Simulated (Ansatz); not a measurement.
# How the smearing shapes the phonons of ZnAg (Pm-3m)

Does ZnAg (Pm-3m) have a Kohn anomaly or a soft branch that a wide smearing hides?

Calculated with Ansatz 0.2.0; DFT PBEsol, scalar-relativistic, plane waves, PAW.

**1. The structure**

Symmetry: Pm-3m, No. 221, cubic system. The conventional cell has a = 3.156 Å, b = 3.156 Å, c = 3.156 Å, α = 90.00°, β = 90.00°, γ = 90.00°. Nearest to Zn lie 8 Ag at 2.73 Å. Ag has 8 Zn at 2.73 Å nearest. Farther neighbours are not listed.

**2. Relaxing cell and atoms**

Lattice constant and positions set the bands and the force constants, so the cell is relaxed first.

The input, input.yaml:

```yaml
crystal:
  lattice:
    - [3.156, 0.0, 0.0]
    - [0.0, 3.156, 0.0]
    - [0.0, 0.0, 3.156]
  atoms:
    - { symbol: Zn, position: [0.5, 0.5, 0.5] }
    - { symbol: Ag, position: [0.0, 0.0, 0.0] }
kpoints:
  mp_grid: { grid: [10, 10, 10] }
hamiltonian:
  xc: pbesol
scf:
  occupations: { method: gaussian, width: 0.1 }
output:
  forces: true
  stress: true
  eigenvalues: true
relax:
  adjacent_minimum: "off"
  f_tol: 0.005
  max_steps: 80
  cell: { stress_tol: 0.05 }
```

Run with:

```bash
$ ansatz run input.yaml --threads 4 --pin off --max-ram 8192MiB --backend cpu --events-out ev --progress --plain --runs-dir out
```

Numbers of over 12 decimals in the logs are rounded to 6 here.

The program printed:

```text
[the first part of the log is left out]
  E_xc         = -320.606347
  E_vxc        = -288.524298  (∫ρ·V_xc dr)
  E_paw        = -5622.700030  (= ΣΔE_a)
  E_vpaw       = -802.792936  (= ΣTr[D̂ρ^β])
  E_aug_tail   = -0.000099  (compensation charges beyond the density's cutoff)
  E_ewald      = -4153.754002
  E_core_change = 1.120094  (= ΣΔE_core)
  E_smearing   = -0.003750  (= −TS)
  E_closure    = -0.000000  (closes the sum)
  Σ components = -10803.279459   (vs F -10803.279459, Δ=0.00e0)
--- Forces (eV/Å), atoms counted from 1 ---
  atom   1  Zn     0.00000000     0.00000000     0.00000000
  atom   2  Ag    -0.00000000     0.00000000    -0.00000000
  max |Σ_I F_I| component: 1.12e-29 eV/Å
--- Stress (GPa, compression-positive) ---
        0.008249      -0.000000       0.000000
       -0.000000       0.008249       0.000000
        0.000000       0.000000       0.008249
  P = ⅓ Tr σ = 0.0082 GPa (0.082 kbar)
--- Band table (eV; the first three rows and the last of 56) ---
  k-point 0: bands = ["-77.0588", "-40.5345", "-40.5345", "-40.5345", "5.8109", "7.5665", "7.5665", "8.2368", "8.2368", "8.2368", "10.0502", "10.0502", "11.2487", "11.2487", "11.2487", "20.9745", "20.9745", "20.9745", "26.3714", "26.8754"]
  k-point 1: bands = ["-77.0586", "-40.5379", "-40.5343", "-40.5343", "5.9807", "7.6018", "7.6153", "8.2342", "8.2342", "8.2513", "10.0233", "10.0887", "11.1543", "11.1543", "11.2342", "19.7297", "21.2652", "21.2652", "26.5893", "26.8531"]
  k-point 2: bands = ["-77.0582", "-40.5467", "-40.5336", "-40.5336", "6.4735", "7.6989", "7.7468", "8.2287", "8.2287", "8.2898", "9.9480", "10.1923", "10.9190", "10.9190", "11.1955", "17.5237", "22.0889", "22.0889", "26.7202", "26.7875"]
  k-point 55: bands = ["-77.0534", "-40.5635", "-40.5635", "-40.5635", "7.9483", "7.9483", "7.9483", "8.5788", "8.5788", "9.1963", "9.1963", "9.1963", "11.6565", "11.6565", "17.3982", "19.7336", "19.7336", "19.7336", "20.4594", "20.4594"]
--- Relaxed structure (4 steps of the walk, 4 accepted, 1 SCFs on fresh bases) ---
  F+E_penalty+E_count = -10803.27945919 eV   max|allowed force component| = 5.982e-30 eV/Å   (the final SCF, on the basis selected at the relaxed cell)
  cell:  # Å, volume = 30.2962 Å³
    - [3.117424, 0, 0]
    - [0, 3.117424, 0]
    - [0, 0, 3.117424]
  atoms:
    - { symbol: Zn, position: [0.5, 0.5, 0.5] }
    - { symbol: Ag, position: [0, 0, 0] }
```

It took 3.3 s on 4 threads of Arm Neoverse V1, shared host; peak memory 0.4 GiB; 11 s of CPU time.

The steps of the relaxation:

```tsv
step	energy less that of the first step (eV)	largest force component (eV/Å)	pressure (GPa)	volume (Å³)
1	0.0000	0.0000	-3.86	31.43
2	-0.0139	0.0000	1.16	30.00
3	-0.0148	0.0000	-0.10	30.32
4	-0.0148	0.0000	0.00	30.30
5	-0.0142	0.0000	0.01	30.30
```

The log counts 1 steps on a newly chosen plane-wave basis, not all of them marked here; energy and pressure can jump at such steps.

```tsv
conventional cell, symmetrised	before	after	change
a (Å)	3.156	3.117	-1.2 %
b (Å)	3.156	3.117	-1.2 %
c (Å)	3.156	3.117	-1.2 %
volume (Å³/atom)	15.72	15.15	-3.6 %
```

The relaxed structure:

```
Zn Ag
1.0
     3.11742    0.00000    0.00000
     0.00000    3.11742    0.00000
     0.00000    0.00000    3.11742
Zn Ag
1 1
Direct
  0.50000 0.50000 0.50000
  0.00000 0.00000 0.00000
```

Numbers from this step:

```
pressure          : 0.008249 GPa
volume per atom   : 15.15 Å³
metallic on mesh  : yes
gap on the k-mesh : 0 eV
```

The largest force is now zero by symmetry and the largest stress component 0.0082 GPa, small enough for phonons.

**3. Wavevectors along a line: Fermi–Dirac smearing of 0.1 eV**

Each wavevector is solved by itself, so no interpolation smooths a dip of the branch.

The input, input.yaml:

```yaml
crystal:
  lattice:
    - [3.1174236605, 0.0, 0.0]
    - [0.0, 3.1174236605, 0.0]
    - [0.0, 0.0, 3.1174236605]
  atoms:
    - { symbol: Zn, position: [0.5, 0.5, 0.5] }
    - { symbol: Ag, position: [0.0, 0.0, 0.0] }
kpoints:
  mp_grid: { grid: [16, 16, 16] }
hamiltonian:
  xc: pbesol
scf:
  occupations: { method: fermi_dirac, width: 0.1 }
output:
  eigenvalues: true
phonons:
  method: dfpt
  qpoints:
    - [0, 0, 0]
    - [0.0, 0.0625, 0.0]
    - [0.0, 0.1875, 0.0]
    - [0.0, 0.3125, 0.0]
    - [0.0, 0.4375, 0.0]
```

The program printed:

```text
[...]
Crystal: 2 atoms, lattice volume = 30.296 Å³
Basis set: ecut = 420 eV, 619 PW (Γ), exchange–correlation on 48×48×48 points (8 copies of the dense FFT grid, shifted against one another)
Bands: 20, of which v1, the nominal top of the filled ones, is band 16 counted from 1 (15 counted from 0)
Symmetry: 48 space group operations
k-points: 165 of 4096
[...]
SCF iter   1: F=—  HF=-10803.295976 eV  |F-HF|=—  |Δ(HF+E_count)|=         —  Δρ=8.29e-3  dr2=1.76e-2  ethr=1.77e-3  ⟨swp⟩=5.1  Hψ=13862  notcnv=0
[...]
SCF iter   8: F=-10803.291638 eV  HF=-10803.291638 eV  |F-HF|=9.09e-12  |Δ(HF+E_count)|=  1.07e-10  Δρ=2.08e-7  dr2=8.29e-12  ethr=1.00e-12  ⟨swp⟩=4.7  Hψ=16271  notcnv=0
SCF 1 converged in 8 iterations: F = -10803.291638 eV  dr2 = 8.29e-12
[...]
NSCF: frozen V_eff on 165 k-points
[...]
DFPT response loops at q = (0, 0, 0) (fractional): preconditioner auto → Kerker (q_TF=auto, 2.739 Å⁻¹) (partly filled bands, converged f_vac=0.000); β = 1.00, the filter's whole step (`scf.mixing.beta` (0.50) is not read by the response loops under this deck's `scf.mixing.preconditioner`; to damp them name `kerker` or `kerker_dos`, under which they read `scf.mixing.beta`, and type it under 1.00, their step now; both keys bind the ground state too); Broyden in place of MSR1
[...]
SCF converged after 8 iterations
Free energy (F): -10803.291638 eV
[...]
Internal energy: -10803.274884 eV  (E = F + TS)
E sigma→0 (E₀):  -10803.283261 eV
Entropy (-TS):   -0.016754 eV (-8.377 meV/atom)
Fermi energy:    15.599374 eV
[...]
--- Band table (eV; the first three rows and the last of 165) ---
  k-point 0: bands = [... 12 lower, 11.2480, 11.2480, 11.2480, 20.9746, 20.9746, 20.9746, 26.3714, 26.8754]
  k-point 1: bands = [... 12 lower, 11.2100, 11.2100, 11.2422, 20.4209, 21.0892, 21.0892, 26.5303, 26.8662]
  k-point 2: bands = [... 12 lower, 11.1043, 11.1043, 11.2256, 19.2025, 21.4249, 21.4249, 26.6186, 26.8403]
  k-point 164: bands = [... 12 lower, 11.6555, 11.6555, 17.3987, 19.7335, 19.7335, 19.7335, 20.4594, 20.4594]
--- Phonons (Γ-DFPT): 2 representative perturbations + reference (Σ response iterations 7) ---
  ASR residual: 1.912e-4 → 0.000e0 eV/Å²; symmetrization residual: 7.055e-7 eV/Å²
  ASR residual per site (eV/Å²): 6.82e-5 1.91e-4
  Γ frequencies (cm⁻¹): 0.00 0.00 0.00 161.86 161.86 161.86
  non-analytic LO–TO correction: not included (Born effective charges unavailable; polar crystals: no LO–TO splitting at Γ)
--- Phonons (arbitrary-q DFPT): 5 explicit q-points ---
  q = [0, 0, 0] (of the zone-centre solve; hermiticity 3.60e-7, symmetrization 6.10e-12): -0.00 -0.00 0.00 161.86 161.86 161.86
  q = [0, 0.0625, 0] (4 solved perturbations in 4032 linear systems a pass and spin channel, the states on 1296 of 4096 k-point pairs; hermiticity 3.53e-7, symmetrization 2.91e-11): 17.69 17.69 23.86 161.30 161.30 162.45
[...]
sum rule: each row above includes the acoustic sum rule's correction from the zone centre's row sums; it moved no ω² by more than (0.69 cm⁻¹)²
```

Run time: 4.4 min. Hardware: 4 threads; peak memory 2.1 GiB; 17 min of CPU time.

Each wavevector solved by linear response. The frequency by |q| along the line:

```tsv
|q| along the line (Å⁻¹)	mode 1 = mode 2 (cm⁻¹)	mode 3 (cm⁻¹)	mode 4 = mode 5 (cm⁻¹)	mode 6 (cm⁻¹)
0.000	0	0	162	162
0.126	17.7	23.9	161	162
0.378	49.9	67.4	155	164
0.630	75	101	145	161
0.882	91.9	124	133	156
```

**4. Wavevectors along a line: Fermi–Dirac smearing of 0.25 eV**

Each wavevector is solved by itself, so no interpolation smooths a dip of the branch.

input.yaml, as its differences from that of step 3:

```diff
@@ -13,3 +13,3 @@
 scf:
-  occupations: { method: fermi_dirac, width: 0.1 }
+  occupations: { method: fermi_dirac, width: 0.25 }
 output:
```

Wider smearing eases the sum over k-points of a metal but moves the result away from its zero-temperature value.

The program printed:

```text
band count auto-derived: 21 (N_el = 31.0; filled up to band 16; 20 by the electrons, moments and atoms)
[...]
Crystal: 2 atoms, lattice volume = 30.296 Å³
Basis set: ecut = 420 eV, 619 PW (Γ), exchange–correlation on 48×48×48 points (8 copies of the dense FFT grid, shifted against one another)
Bands: 21, of which v1, the nominal top of the filled ones, is band 16 counted from 1 (15 counted from 0)
Symmetry: 48 space group operations
k-points: 165 of 4096
[...]
SCF iter   1: F=—  HF=-10803.337996 eV  |F-HF|=—  |Δ(HF+E_count)|=         —  Δρ=8.37e-3  dr2=1.82e-2  ethr=1.77e-3  ⟨swp⟩=5.0  Hψ=13965  notcnv=0
[...]
SCF iter   8: F=-10803.333514 eV  HF=-10803.333514 eV  |F-HF|=5.46e-12  |Δ(HF+E_count)|=  1.64e-10  Δρ=2.06e-7  dr2=7.51e-12  ethr=1.00e-12  ⟨swp⟩=4.7  Hψ=16918  notcnv=0
SCF 1 converged in 8 iterations: F = -10803.333514 eV  dr2 = 7.51e-12
[...]
SCF converged after 8 iterations
Free energy (F): -10803.333514 eV
[...]
Internal energy: -10803.234798 eV  (E = F + TS)
E sigma→0 (E₀):  -10803.284156 eV
Entropy (-TS):   -0.098716 eV (-49.358 meV/atom)
Fermi energy:    15.627167 eV
[...]
--- Band table (eV; the first three rows and the last of 165) ---
  k-point 0: bands = [... 12 lower, 11.2460, 11.2460, 11.2460, 20.9748, 20.9748, 20.9748, 26.3715, 26.8754, ... 1 higher]
  k-point 1: bands = [... 12 lower, 11.2080, 11.2080, 11.2402, 20.4211, 21.0894, 21.0894, 26.5303, 26.8663, ... 1 higher]
  k-point 2: bands = [... 12 lower, 11.1023, 11.1023, 11.2236, 19.2026, 21.4252, 21.4252, 26.6187, 26.8403, ... 1 higher]
  k-point 164: bands = [... 12 lower, 11.6529, 11.6529, 17.3998, 19.7332, 19.7332, 19.7332, 20.4593, 20.4593, ... 1 higher]
[...]
ASR residual: 5.690e-4 → 0.000e0 eV/Å²; symmetrization residual: 3.713e-7 eV/Å²
  ASR residual per site (eV/Å²): 1.10e-4 5.69e-4
  Γ frequencies (cm⁻¹): 0.00 0.00 0.00 161.94 161.94 161.94
[...]
--- Phonons (arbitrary-q DFPT): 5 explicit q-points ---
[...]
```

Wall time 4.5 min (4 threads); peak memory 2.2 GiB; 17 min of CPU time.

Each wavevector solved by linear response. Table of frequency by |q| along the line:

```tsv
|q| along the line (Å⁻¹)	mode 1 = mode 2 (cm⁻¹)	mode 3 (cm⁻¹)	mode 4 = mode 5 (cm⁻¹)	mode 6 (cm⁻¹)
0.000	0	0	162	162
0.126	17.6	23.8	161	162
0.378	49.6	67.7	155	164
0.630	74.7	102	145	161
0.882	91.8	123	133	155
```

Against step 3 (now smearing width 0.25 eV), the free energy moves by -20.9 meV an atom.

**5. Phonons along a line: Fermi–Dirac smearing of 0.04 eV**

The smearing blurs the Fermi surface that screens the phonons; a Fermi–Dirac width is an electronic temperature.

input.yaml, as its differences from that of step 4:

```diff
@@ -13,3 +13,3 @@
 scf:
-  occupations: { method: fermi_dirac, width: 0.25 }
+  occupations: { method: fermi_dirac, width: 0.04 }
 output:
```

Narrower smearing comes nearer the zero-temperature value but asks more of the mesh.

The program printed:

```text
[...]
Crystal: 2 atoms, lattice volume = 30.296 Å³
Basis set: ecut = 420 eV, 619 PW (Γ), exchange–correlation on 48×48×48 points (8 copies of the dense FFT grid, shifted against one another)
Bands: 20, of which v1, the nominal top of the filled ones, is band 16 counted from 1 (15 counted from 0)
Symmetry: 48 space group operations
k-points: 165 of 4096
[...]
SCF iter   1: F=—  HF=-10803.288393 eV  |F-HF|=—  |Δ(HF+E_count)|=         —  Δρ=8.31e-3  dr2=1.77e-2  ethr=1.77e-3  ⟨swp⟩=5.7  Hψ=14048  notcnv=0
[...]
SCF iter   8: F=-10803.284027 eV  HF=-10803.284027 eV  |F-HF|=3.64e-12  |Δ(HF+E_count)|=  1.27e-10  Δρ=2.14e-7  dr2=8.89e-12  ethr=1.00e-12  ⟨swp⟩=5.4  Hψ=16693  notcnv=0
SCF 1 converged in 8 iterations: F = -10803.284027 eV  dr2 = 8.89e-12
[...]
SCF converged after 8 iterations
Free energy (F): -10803.284027 eV
[...]
Internal energy: -10803.280672 eV  (E = F + TS)
E sigma→0 (E₀):  -10803.282349 eV
Entropy (-TS):   -0.003355 eV (-1.677 meV/atom)
Fermi energy:    15.583136 eV
[...]
--- Band table (eV; the first three rows and the last of 165) ---
  k-point 0: bands = [... 12 lower, 11.2477, 11.2477, 11.2477, 20.9745, 20.9745, 20.9745, 26.3713, 26.8752]
  k-point 1: bands = [... 12 lower, 11.2097, 11.2097, 11.2419, 20.4209, 21.0891, 21.0891, 26.5301, 26.8661]
  k-point 2: bands = [... 12 lower, 11.1040, 11.1040, 11.2253, 19.2024, 21.4248, 21.4248, 26.6185, 26.8401]
  k-point 164: bands = [... 12 lower, 11.6553, 11.6553, 17.3985, 19.7334, 19.7334, 19.7334, 20.4592, 20.4592]
[...]
ASR residual: 1.659e-4 → 0.000e0 eV/Å²; symmetrization residual: 7.127e-7 eV/Å²
  ASR residual per site (eV/Å²): 6.88e-5 1.66e-4
  Γ frequencies (cm⁻¹): 0.00 0.00 0.00 162.08 162.08 162.08
[...]
--- Phonons (arbitrary-q DFPT): 5 explicit q-points ---
[...]
```

Run time: 4.3 min. Hardware: 4 threads; peak memory 2.1 GiB.

Each wavevector solved by linear response. Table of frequency by |q| along the line:

```tsv
|q| along the line (Å⁻¹)	mode 1 = mode 2 (cm⁻¹)	mode 3 (cm⁻¹)	mode 4 = mode 5 (cm⁻¹)	mode 6 (cm⁻¹)
0.000	0	0	162	162
0.126	17.8	24	161	163
0.378	49.9	67.2	155	164
0.630	75.0	101	145	160
0.882	91.8	123	133	156
```

Against step 3 (now smearing width 0.04 eV), the free energy moves by +3.8 meV an atom.

**6. Phonons along a line: Methfessel–Paxton smearing of 0.2 eV**

The smearing blurs the Fermi surface that screens the phonons; a Methfessel–Paxton width blurs it less than a thermal one.

input.yaml, as its differences from that of step 5:

```diff
@@ -13,3 +13,3 @@
 scf:
-  occupations: { method: fermi_dirac, width: 0.04 }
+  occupations: { method: methfessel_paxton, width: 0.2 }
 output:
```

The program printed:

```text
[...]
Crystal: 2 atoms, lattice volume = 30.296 Å³
Basis set: ecut = 420 eV, 619 PW (Γ), exchange–correlation on 48×48×48 points (8 copies of the dense FFT grid, shifted against one another)
Bands: 20, of which v1, the nominal top of the filled ones, is band 16 counted from 1 (15 counted from 0)
Symmetry: 48 space group operations
k-points: 165 of 4096
[...]
SCF iter   1: F=—  HF=-10803.287288 eV  |F-HF|=—  |Δ(HF+E_count)|=         —  Δρ=8.30e-3  dr2=1.76e-2  ethr=1.77e-3  ⟨swp⟩=5.0  Hψ=13454  notcnv=0
[...]
SCF iter   8: F=-10803.282934 eV  HF=-10803.282934 eV  |F-HF|=5.46e-12  |Δ(HF+E_count)|=  1.04e-10  S|Δr|=    0.00e0  Δρ=2.11e-7  dr2=8.73e-12  ethr=1.00e-12  ⟨swp⟩=5.3  Hψ=16686  notcnv=0
SCF 1 converged in 8 iterations: F = -10803.282934 eV  dr2 = 8.73e-12
[...]
SCF converged after 8 iterations
Stability not checked: this state was not tested for a lower state beside it, because cold or Methfessel-Paxton smearing, or corrected tetrahedra, fill the levels in a way that the test cannot read (fill_not_monotonic; see scf.lower_state_search)
Free energy (F): -10803.282934 eV
[...]
Internal energy: -10803.281266 eV  (E = F + TS)
E sigma→0 (E₀):  -10803.282517 eV
Entropy (-TS):   -0.001668 eV (-0.834 meV/atom)
Fermi energy:    15.586763 eV
[...]
--- Band table (eV; the first three rows and the last of 165) ---
  k-point 0: bands = [... 12 lower, 11.2478, 11.2478, 11.2478, 20.9745, 20.9745, 20.9745, 26.3713, 26.8753]
  k-point 1: bands = [... 12 lower, 11.2099, 11.2099, 11.2421, 20.4209, 21.0892, 21.0892, 26.5302, 26.8662]
  k-point 2: bands = [... 12 lower, 11.1041, 11.1041, 11.2255, 19.2025, 21.4249, 21.4249, 26.6186, 26.8402]
  k-point 164: bands = [... 12 lower, 11.6555, 11.6555, 17.3986, 19.7334, 19.7334, 19.7334, 20.4593, 20.4593]
[...]
ASR residual: 1.243e-4 → 0.000e0 eV/Å²; symmetrization residual: 6.034e-7 eV/Å²
  ASR residual per site (eV/Å²): 6.70e-5 1.24e-4
  Γ frequencies (cm⁻¹): 0.00 0.00 0.00 161.80 161.80 161.80
[...]
--- Phonons (arbitrary-q DFPT): 5 explicit q-points ---
[...]
```

Elapsed: 4.3 min, on 4 threads; peak memory 2.1 GiB.

Each wavevector solved by linear response. Table of frequency by |q| along the line:

```tsv
|q| along the line (Å⁻¹)	mode 1 = mode 2 (cm⁻¹)	mode 3 (cm⁻¹)	mode 4 = mode 5 (cm⁻¹)	mode 6 (cm⁻¹)
0.000	0	0	162	162
0.126	17.8	23.9	161	163
0.378	49.9	67.2	155	164
0.630	75.1	101	145	160
0.882	91.8	124	133	156
```

Against step 3 (now occupations Methfessel-Paxton and smearing width 0.2 eV), the free energy moves by +4.4 meV an atom.

**7. Smearing and the soft branch**

The lowest frequency by |q| along the line:

```tsv
|q| along the line (Å⁻¹)	fermi dirac 0.1 eV, k 16x16x16 (cm⁻¹)	fermi dirac 0.25 eV, k 16x16x16 (cm⁻¹)	fermi dirac 0.04 eV, k 16x16x16 (cm⁻¹)	methfessel paxton 0.2 eV, k 16x16x16 (cm⁻¹)
0.000	0	0	0	0
0.126	17.7	17.6	17.8	17.8
0.378	49.9	49.6	49.9	49.9
0.630	75	74.7	75.0	75.1
0.882	91.9	91.8	91.8	91.8
```

**8. Summary of results**

| Property | Result |
| --- | --- |
| phonon run of the rows without a label of their own | PBEsol, k 16×16×16 |
| lowest branch at the last solved point, Fermi–Dirac 0.1 eV | 91.9 cm⁻¹ at \|q\| = 0.882 Å⁻¹ |
| lowest branch at the last solved point, Fermi–Dirac 0.25 eV | 91.8 cm⁻¹ at \|q\| = 0.882 Å⁻¹ |
| lowest branch at the last solved point, Fermi–Dirac 0.04 eV | 91.8 cm⁻¹ at \|q\| = 0.882 Å⁻¹ |
| lowest branch at the last solved point, Methfessel–Paxton 0.2 eV | 91.8 cm⁻¹ at \|q\| = 0.882 Å⁻¹ |

**Reading.** No branch softens by more than 4 % of the top frequency as the smearing narrows, so no anomaly that hangs on the smearing shows at these points. The line holds 5 wavevectors, so a narrow dip between them would be missed. Between Fermi–Dirac 0.25 eV and Fermi–Dirac 0.04 eV the largest change, with modes counted by rank of frequency, is in mode 6 at |q| = 0.630 Å⁻¹, from 161 to 160 cm⁻¹; the branches hardly feel the smearing. Where branches cross, a count by rank can hide a softening. At the narrowest width the k mesh may not resolve the Fermi surface, so part of the change can be mesh noise.

[Logs are printed without paths, hosts, clocks, repeated set-up lines and the standing remarks that a program may print on its own settings, such as how far it seeks lower states.]

[Hosts, paths, dates, database ids (printed as entryN), source tags and the programs' standing remarks are cut or masked in the printed files.]
